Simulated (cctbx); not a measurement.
# What is wrong with this refinement?

Cell a = 5.4840 Å, b = 5.5430 Å, c = 7.8960 Å, α = 90.00°, β = 90.00°, γ = 90.00°; space group Imma (no. 74).

Simulated single-crystal data (cctbx): Cu Kα, λ = 1.54184 Å, to d = 0.83 Å, 95 % of the full sphere, strongest reflection 70000 counts, noise from counting, a 3 % proportional error and a noise floor of 4 counts (s.d.); no absorption.

An anisotropic refinement with weights 1/σ² prints:

```text
Rint 0.023, 138 unique reflections to 0.83 A
cycle     R1     wR2    GooF  max shift (A)
   1  0.0662  0.1836  11.251   0.00009
   2  0.0251  0.0722   4.424   0.00001
final R1 0.0253 wR2 0.0722 GooF 4.423  parameters 12  data/parameter 11.5
atom        x        y        z      Ueq    occ   su(xyz)  su(Uiso or U11)
Ho1    0.00000  0.75000  0.87992   0.0098  1.000  0.00009  0.0006
Rh1    0.25000  0.25000  0.75000   0.0161  1.000  0.00000  0.0007
F1     0.50000  0.00000  0.00000  -0.0102  1.000  0.00000  0.0021  NPD
difference map: max 3.02 min -0.44 rms 0.29
Q1    0.0000  0.0000  0.5000    4    3.02  0.00 A from F1
Q2    0.2500  0.2500  0.7500    4    0.62  0.00 A from Rh1
Q3    0.0000  0.2500  0.1242    4    0.61  0.03 A from Ho1
Q4    0.2439  0.0034  0.3936   16    0.41  1.58 A from F1
Q5    0.1068  0.2500  0.4215    8    0.39  1.63 A from F1
Q6    0.0000  0.1708  0.6534    8    0.31  1.54 A from F1
```

**Question.** Can this result stand? If not, what is the likely fault?

Mend it. The fault: wrong element: F1 is Mg. Against the right model at the same level, R1 goes from 0.0064 to 0.0253 and GooF from 0.89 to 4.42, U of F1 shrinks from 0.0173 to -0.0102 Å², the top difference peak, 3.0 e/Å³, lies on F1 and F1 goes non-positive-definite. F1 has 3 electrons too few and its U shrinks to make up, as expected.

The compound is HoMgRh. The right model at the same level gives:

```text
Rint 0.023, 138 unique reflections to 0.83 A
cycle     R1     wR2    GooF  max shift (A)
   1  0.0143  0.0461   2.822   0.00026
   2  0.0064  0.0145   0.890   0.00000
final R1 0.0064 wR2 0.0145 GooF 0.890  parameters 12  data/parameter 11.5
atom        x        y        z      Ueq    occ   su(xyz)  su(Uiso or U11)
Ho1    0.00000  0.75000  0.87990   0.0104  1.000  0.00002  0.0001
Rh1    0.25000  0.25000  0.75000   0.0166  1.000  0.00000  0.0001
Mg1    0.50000  0.00000  0.00000   0.0173  1.000  0.00000  0.0005
difference map: max 0.25 min -0.22 rms 0.07
Q1    0.1271  0.2500  0.3991    8    0.26  1.74 A from Mg1
Q2    0.0000  0.0916  0.7641    8    0.24  1.63 A from Rh1
Q3    0.2332  0.0050  0.3964   16    0.23  1.52 A from Mg1
Q4    0.0000  0.0296  0.2524    8    0.22  1.61 A from Ho1
Q5    0.0000  0.1928  0.6319    8    0.18  1.49 A from Mg1
Q6    0.2150  0.1650  0.3243   16    0.17  1.69 A from Ho1
```

This is a model crystal, built by substitution and not relaxed, with assumed displacement parameters.

[Middle refinement cycles are left out of these outputs.]

[Logs are printed without paths, hosts, clocks, repeated set-up lines and the standing remarks that a program may print on its own settings, such as how far it seeks lower states.]
